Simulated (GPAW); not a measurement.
Consider VRhO4 (Cmmm).

```xyz
6
Lattice="3.2357 -3.2419 0.0000 3.2357 3.2419 0.0000 0.0000 0.0000 3.0269" Properties=species:S:1:pos:R:3 pbc="T T T"
Rh    3.2357    0.0000    1.5135
V     0.0000    0.0000    0.0000
O     3.2357    1.3033    0.0000
O     5.2370    0.0000    1.5135
O     1.2343    0.0000    1.5135
O     3.2357   -1.3033    0.0000
```

Absorber: atom 2, with 2 O at 1.94 Å and 4 O at 1.95 Å (octahedral, site symmetry mmm). Method: GPAW, LDA + U (V 3.3 eV), excited-electron core hole (neutral cell), 12-atom cell with 5.5 Å between holes, 4×4×4 k points, dipole transitions, Gaussian full width 1.01 eV up to 4 eV, rising linearly to 3.5 eV at 25 eV.

What does the V K edge look like?

Main maxima up to 30 eV above the zero (height): 2.4 eV (0.41), 17.2 eV (2.93) and 20.9 eV (2.99). A K edge sees empty p states. The first eV above the zero hold little dipole weight, as the lowest empty bands are of d character; the main edge, of 4p character, rises through 0.6 near 10 eV above the zero. The total-energy difference is 5447.13 eV. The tabulated edge of the element is 5465 eV. The functional leaves an error in such absolute values: in the free atom LDA prices this hole 14.0 eV below PBE (computed apart), and PBE is itself good to a few eV.

The V K spectrum (energy from the lowest empty level; intensity scaled to a mean of 1 over the first 20 eV; polarised curves are means over the symmetry-equivalent atoms):

```
E (eV)  isotropic  ε ∥ x  ε ∥ y  ε ∥ z
 -2.00       0.00   0.00   0.00   0.00
 -1.25       0.00   0.00   0.00   0.00
 -0.50       0.01   0.01   0.00   0.00
  0.25       0.03   0.03   0.04   0.02
  1.00       0.09   0.03   0.08   0.18
  1.75       0.28   0.15   0.27   0.42
  2.50       0.40   0.18   0.43   0.58
  3.25       0.21   0.15   0.20   0.27
  4.00       0.11   0.17   0.07   0.09
  4.75       0.04   0.05   0.04   0.04
  5.50       0.01   0.01   0.02   0.01
  6.25       0.01   0.01   0.01   0.01
  7.00       0.03   0.04   0.02   0.02
  7.75       0.07   0.13   0.05   0.04
  8.50       0.18   0.33   0.13   0.09
  9.25       0.39   0.75   0.28   0.15
 10.00       0.69   1.29   0.54   0.25
 10.75       0.84   1.46   0.69   0.37
 11.50       0.83   1.38   0.63   0.48
 12.25       0.82   1.39   0.56   0.52
 13.00       0.90   1.56   0.61   0.52
 13.75       1.09   1.74   0.89   0.64
 14.50       1.42   1.72   1.55   0.99
 15.25       1.94   1.75   2.53   1.55
 16.00       2.53   2.02   3.39   2.18
 16.75       2.87   2.27   3.60   2.75
 17.50       2.92   2.38   3.17   3.19
 18.25       2.84   2.46   2.55   3.50
 19.00       2.80   2.63   2.10   3.66
 19.75       2.86   2.92   1.99   3.66
 20.50       2.96   3.20   2.20   3.49
 21.25       2.97   3.18   2.55   3.17
 22.00       2.82   2.81   2.88   2.76
 22.75       2.60   2.33   3.06   2.41
 23.50       2.38   2.00   2.96   2.18
 24.25       2.14   1.85   2.54   2.03
 25.00       1.84   1.73   1.93   1.87
 25.75       1.55   1.58   1.38   1.69
 26.50       1.35   1.41   1.06   1.58
 27.25       1.28   1.28   0.98   1.57
 28.00       1.29   1.18   1.06   1.62
 28.75       1.33   1.12   1.21   1.67
 29.50       1.39   1.09   1.41   1.68
 30.25       1.48   1.12   1.65   1.68
 31.00       1.62   1.22   1.91   1.73
 31.75       1.79   1.36   2.13   1.87
```

The hole lies in one spin channel, while the script sums the empty states of both and takes the lower zero; where the two channels are split, this blurs and shifts the curve. The unit cell's mesh shows no gap over 0.35 eV. That is right for a metallic compound; for a small-gap or correlated insulator it would be the fault of the functional or of the assumed magnetic order, and the hole would be screened too well. Quadrupole 1s→3d transitions, which feed the pre-edge, are not in the dipole spectrum. The spins start ferromagnetically in a simple order, which needn't be the measured one; gap and edge can depend on it. The holes are only 5.5 Å apart, so the shape is probably not converged with cell size; no larger cell was run here. The mesh is coarse (0.36 Å⁻¹ between points), so small maxima may be mesh ripples. Lifetime broadening is put in by hand, and intensities beyond about 20 eV depend on it and on the partial waves. The structure is a computed Materials Project entry and may be a hypothetical form.

[Banner, clock and machine lines of the logs are left out without a mark of their own.]

[Logs are printed without paths, hosts, clocks, repeated set-up lines and the standing remarks that a program may print on its own settings, such as how far it seeks lower states.]

[Hosts, paths, dates, database ids (printed as entryN), source tags and the programs' standing remarks are cut or masked in the printed files.]

[Lists of maxima count a maximum above −3 eV only where it reaches 4 % of the highest in the window and stands out from its surroundings by 2 % of it (1.5 % where it reaches 55 %); shoulders and weaker maxima are passed over, and of the rest the first, up to two pre-edge ones and the few strongest are named.]
